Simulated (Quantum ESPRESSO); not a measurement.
# Dielectric function and optical constants of ZnSe (Stilleite)

Wanted: where ZnSe (Stilleite) starts to absorb, how strongly, and its refractive index.

Main program and level: Quantum ESPRESSO 7.5; DFT, PBE, plane waves with norm-conserving potentials (PseudoDojo), scalar-relativistic, independent-particle optical response without local fields and without the non-local commutator.

## Step 1: Starting point

The structure is cubic, space group F-43m (No. 216). Conventional cell: a = 5.668 Å, b = 5.668 Å, c = 5.668 Å, α = 90.00°, β = 90.00°, γ = 90.00°. Nearest to Se lie 4 Zn at 2.45 Å. Zn has 4 Se at 2.45 Å nearest. Farther neighbours and most contacts between anions are not listed.

## Step 2: Ground state

First the ground state: is it a metal or has it a gap?

This step: DFT, PBE, plane waves with norm-conserving potentials (PseudoDojo), scalar-relativistic, ground state (Quantum ESPRESSO 7.5).

The input, scf.in:

```
&control
  calculation = 'scf'
  prefix = 'x'
  outdir = './tmp'
  pseudo_dir = './'
  verbosity = 'high'
/
&system
  ibrav = 0
  nat = 2
  ntyp = 2
  ecutwfc = 90
  occupations = 'smearing'
  smearing = 'fd'
  degauss = 0.003675
  nbnd = 22
/
&electrons
  conv_thr = 1e-09
  electron_maxstep = 100
/
ATOMIC_SPECIES
  Se 1.0 Se.upf
  Zn 1.0 Zn.upf
CELL_PARAMETERS angstrom
  0.000000000000 2.833800000000 2.833800000000
  2.833800000000 0.000000000000 2.833800000000
  2.833800000000 2.833800000000 0.000000000000
ATOMIC_POSITIONS crystal
  Se 0.750000000000 0.750000000000 0.750000000000
  Zn 0.000000000000 0.000000000000 0.000000000000
K_POINTS automatic
  7 7 7 0 0 0
```

On the command line:

```sh
$ mpirun -n 4 pw.x -nk 4 -in scf.in
```

Output:

```text
for quantum simulation of materials; please cite

     using ibrav=0 with symmetry is DISCOURAGED, use correct ibrav instead

     G-vector sticks info
     --------------------
     sticks:   dense  smooth     PW     G-vecs:    dense   smooth      PW
     Sum        1417    1417    421                35557    35557    5577

     Using Slab Decomposition

     bravais-lattice index     =            0
     lattice parameter (alat)  =       7.5733  a.u.
     unit-cell volume          =     307.1384 (a.u.)^3
     number of atoms/cell      =            2
     number of atomic types    =            2
     number of electrons       =        36.00
     number of Kohn-Sham states=           22
     kinetic-energy cutoff     =      90.0000  Ry
     charge density cutoff     =     360.0000  Ry
     scf convergence threshold =      1.0E-09
     mixing beta               =       0.7000
     number of iterations used =            8  plain     mixing
     Exchange-correlation= PBE
                           (   1   4   3   4   0   0   0)

     celldm(1)=   7.573263  celldm(2)=   0.000000  celldm(3)=   0.000000
     celldm(4)=   0.000000  celldm(5)=   0.000000  celldm(6)=   0.000000

     crystal axes: (cart. coord. in units of alat)
               a(1) = (   0.000000   0.707107   0.707107 )
               a(2) = (   0.707107   0.000000   0.707107 )
               a(3) = (   0.707107   0.707107   0.000000 )

     reciprocal axes: (cart. coord. in units 2 pi/alat)
               b(1) = ( -0.707107  0.707107  0.707107 )
               b(2) = (  0.707107 -0.707107  0.707107 )
               b(3) = (  0.707107  0.707107 -0.707107 )

     ./Se.upf
     Pseudo is Norm-conserving + core correction, Zval = 16.0
     Generated using ONCVPSP code by D. R. Hamann
     Using radial grid of 1214 points,  6 beta functions with:
                l(1) =   0
                l(2) =   0
                l(3) =   1
                l(4) =   1
                l(5) =   2
                l(6) =   2

     ./Zn.upf
     Pseudo is Norm-conserving + core correction, Zval = 20.0
     Generated using ONCVPSP code by D. R. Hamann
     Using radial grid of 1326 points,  6 beta functions with:
                l(1) =   0
                l(2) =   0
                l(3) =   1
                l(4) =   1
                l(5) =   2
                l(6) =   2

     atomic species   valence    mass     pseudopotential
     Se               16.00     1.00000     Se( 1.00)
     Zn               20.00     1.00000     Zn( 1.00)

     24 Sym. Ops. (no inversion) found

                                    s                        frac. trans.

     [... symmetry matrices left out ...]
   Cartesian axes

     site n.     atom                  positions (alat units)
         1        Se     tau(   1) = (   1.0606602   1.0606602   1.0606602  )
         2        Zn     tau(   2) = (   0.0000000   0.0000000   0.0000000  )

   Crystallographic axes

     site n.     atom                  positions (cryst. coord.)
         1        Se     tau(   1) = (  0.7500000  0.7500000  0.7500000  )
         2        Zn     tau(   2) = (  0.0000000  0.0000000  0.0000000  )

     number of k points=    20  Fermi-Dirac smearing, width (Ry)=  0.0037
                       cart. coord. in units 2pi/alat
        k(    1) = (   0.0000000   0.0000000   0.0000000), wk =   0.0058309
        k(    2) = (   0.1010153   0.1010153  -0.1010153), wk =   0.0466472
        k(    3) = (   0.2020305   0.2020305  -0.2020305), wk =   0.0466472
        k(    4) = (   0.3030458   0.3030458  -0.3030458), wk =   0.0466472
        k(    5) = (   0.2020305  -0.0000000   0.0000000), wk =   0.0349854
        k(    6) = (   0.3030458   0.1010153  -0.1010153), wk =   0.1399417
        k(    7) = (   0.4040610   0.2020305  -0.2020305), wk =   0.1399417
        k(    8) = (  -0.2020305  -0.4040610   0.4040610), wk =   0.1399417
        k(    9) = (  -0.1010153  -0.3030458   0.3030458), wk =   0.1399417
        k(   10) = (  -0.0000000  -0.2020305   0.2020305), wk =   0.0699708
        k(   11) = (   0.4040610  -0.0000000   0.0000000), wk =   0.0349854
        k(   12) = (   0.5050763   0.1010153  -0.1010153), wk =   0.1399417
        k(   13) = (  -0.1010153  -0.5050763   0.5050763), wk =   0.1399417
        k(   14) = (   0.0000000  -0.4040610   0.4040610), wk =   0.0699708
        k(   15) = (   0.6060915  -0.0000000   0.0000000), wk =   0.0349854
        k(   16) = (  -0.0000000  -0.6060915   0.6060915), wk =   0.0699708
[...]
cryst. coord.
[...]
k(   13) = (  -0.0000000   0.2857143  -0.4285714), wk =   0.1399417
        k(   14) = (   0.0000000   0.2857143  -0.2857143), wk =   0.0699708
        k(   15) = (   0.0000000   0.4285714   0.4285714), wk =   0.0349854
        k(   16) = (   0.0000000   0.4285714  -0.4285714), wk =   0.0699708
        k(   17) = (   0.1428571   0.2857143   0.4285714), wk =   0.1399417
        k(   18) = (   0.1428571   0.2857143  -0.4285714), wk =   0.2798834
        k(   19) = (   0.1428571   0.4285714  -0.4285714), wk =   0.1399417
        k(   20) = (   0.1428571   0.4285714  -0.2857143), wk =   0.1399417

     Dense  grid:    35557 G-vectors     FFT dimensions: (  45,  45,  45)

     Initial potential from superposition of free atoms

     starting charge      35.9998, renormalised to      36.0000
     Starting wfcs are   19 randomized atomic wfcs +    3 random wfcs

     Self-consistent Calculation

     iteration #  1     ecut=    90.00 Ry     beta= 0.70
     Davidson diagonalization with overlap

            60 MiB given to the printing process from OS
            31 MiB allocation reported by mallinfo(arena+hblkhd)
------------------
     ethr =  1.00E-02,  avg # of iterations =  4.7

     Threshold (ethr) on eigenvalues was too large:
     Diagonalizing with lowered threshold

     Davidson diagonalization with overlap

            67 MiB given to the printing process from OS
            35 MiB allocation reported by mallinfo(arena+hblkhd)
------------------
     ethr =  1.89E-04,  avg # of iterations =  2.0

     total energy              =    -660.63470544 Ry
     estimated scf accuracy    <       0.06775518 Ry

     iteration #  2     ecut=    90.00 Ry     beta= 0.70
     Davidson diagonalization with overlap

            74 MiB given to the printing process from OS
            45 MiB allocation reported by mallinfo(arena+hblkhd)
------------------
     ethr =  1.88E-04,  avg # of iterations =  2.2

     total energy              =    -660.65290741 Ry
     estimated scf accuracy    <       0.03051865 Ry

     iteration #  3     ecut=    90.00 Ry     beta= 0.70
     Davidson diagonalization with overlap

            75 MiB given to the printing process from OS
            46 MiB allocation reported by mallinfo(arena+hblkhd)
------------------
     ethr =  8.48E-05,  avg # of iterations =  2.0

     total energy              =    -660.65987145 Ry
     estimated scf accuracy    <       0.00040848 Ry

     iteration #  4     ecut=    90.00 Ry     beta= 0.70
     Davidson diagonalization with overlap

            76 MiB given to the printing process from OS
            47 MiB allocation reported by mallinfo(arena+hblkhd)
------------------
     ethr =  1.13E-06,  avg # of iterations =  2.9

     total energy              =    -660.65992918 Ry
     estimated scf accuracy    <       0.00002894 Ry

     iteration #  5     ecut=    90.00 Ry     beta= 0.70
     Davidson diagonalization with overlap

            77 MiB given to the printing process from OS
            48 MiB allocation reported by mallinfo(arena+hblkhd)
------------------
     ethr =  8.04E-08,  avg # of iterations =  2.0

     total energy              =    -660.65993321 Ry
     estimated scf accuracy    <       0.00000074 Ry

     iteration #  6     ecut=    90.00 Ry     beta= 0.70
     Davidson diagonalization with overlap

            79 MiB given to the printing process from OS
            49 MiB allocation reported by mallinfo(arena+hblkhd)
------------------
     ethr =  2.05E-09,  avg # of iterations =  2.1

     total energy              =    -660.65993348 Ry
     estimated scf accuracy    <       0.00000011 Ry

     iteration #  7     ecut=    90.00 Ry     beta= 0.70
     Davidson diagonalization with overlap

            79 MiB given to the printing process from OS
            50 MiB allocation reported by mallinfo(arena+hblkhd)
------------------
     ethr =  3.05E-10,  avg # of iterations =  2.1

     total energy              =    -660.65993351 Ry
     estimated scf accuracy    <          7.1E-09 Ry

     iteration #  8     ecut=    90.00 Ry     beta= 0.70
     Davidson diagonalization with overlap

            80 MiB given to the printing process from OS
            51 MiB allocation reported by mallinfo(arena+hblkhd)
------------------
     ethr =  1.97E-11,  avg # of iterations =  2.0

     End of self-consistent calculation

          k = 0.0000 0.0000 0.0000 (  4477 PWs)   bands (ev):

  -116.8562 -71.0162 -71.0162 -71.0162 -38.5326 -38.5326 -38.5326 -38.5279
   -38.5279  -4.8756   1.8456   1.8456   1.8456   2.2142   2.2142   8.3837
     8.3837   8.3837   9.6728  14.1998  14.1998  14.1998

     occupation numbers
     1.0000   1.0000   1.0000   1.0000   1.0000   1.0000   1.0000   1.0000
     1.0000   1.0000   1.0000   1.0000   1.0000   1.0000   1.0000   1.0000
     1.0000   1.0000   0.0000   0.0000   0.0000   0.0000

          k = 0.1010 0.1010-0.1010 (  4444 PWs)   bands (ev):

  -116.8562 -71.0162 -71.0162 -71.0162 -38.5326 -38.5326 -38.5326 -38.5278
   -38.5278  -4.7456   1.8559   1.8659   1.8659   2.2127   2.2127   6.8168
     8.1910   8.1910  10.7923  14.1752  14.5169  14.5169

     occupation numbers
     1.0000   1.0000   1.0000   1.0000   1.0000   1.0000   1.0000   1.0000
     1.0000   1.0000   1.0000   1.0000   1.0000   1.0000   1.0000   1.0000
     1.0000   1.0000   0.0000   0.0000   0.0000   0.0000

     [... further k points left out ...]

     the Fermi energy is     9.0588 ev

!    total energy              =    -660.65993351 Ry
     estimated scf accuracy    <          1.5E-10 Ry
     smearing contrib. (-TS)   =      -0.00000000 Ry
     internal energy E=F+TS    =    -660.65993351 Ry

     The total energy is F=E-TS. E is the sum of the following terms:
     one-electron contribution =    -488.46473710 Ry
     hartree contribution      =     249.94859141 Ry
     xc contribution           =     -93.40065813 Ry
     ewald contribution        =    -328.74312968 Ry

     convergence has been achieved in   8 iterations

     XML data file, charge density, pseudopotentials, collected wavefunctions

                                        0.00s GPU  (     158 calls)

=------------------------------------------------------------------------------=
   JOB DONE.
=------------------------------------------------------------------------------=
```

Wall time 6.8 s (4 MPI ranks of Arm Neoverse V2, shared host); peak memory 0.08 GiB; 27 s of CPU time.

Numbers from this step:

* total energy: -660.7 Ry
* gap on the k-mesh: 1.289 eV
* direct gap on the mesh: 1.289 eV

There is a gap, 1.29 eV on this mesh (points off the mesh can give less), so no carriers' term is needed.

(Continued in part 2 of 3.)

[Machine, clock, banner and «Message from routine» lines are left out of the logs.]

[Logs are printed without paths, hosts, clocks, repeated set-up lines and the standing remarks that a program may print on its own settings, such as how far it seeks lower states.]

[Hosts, paths, dates, database ids (printed as entryN), source tags and the programs' standing remarks are cut or masked in the printed files.]
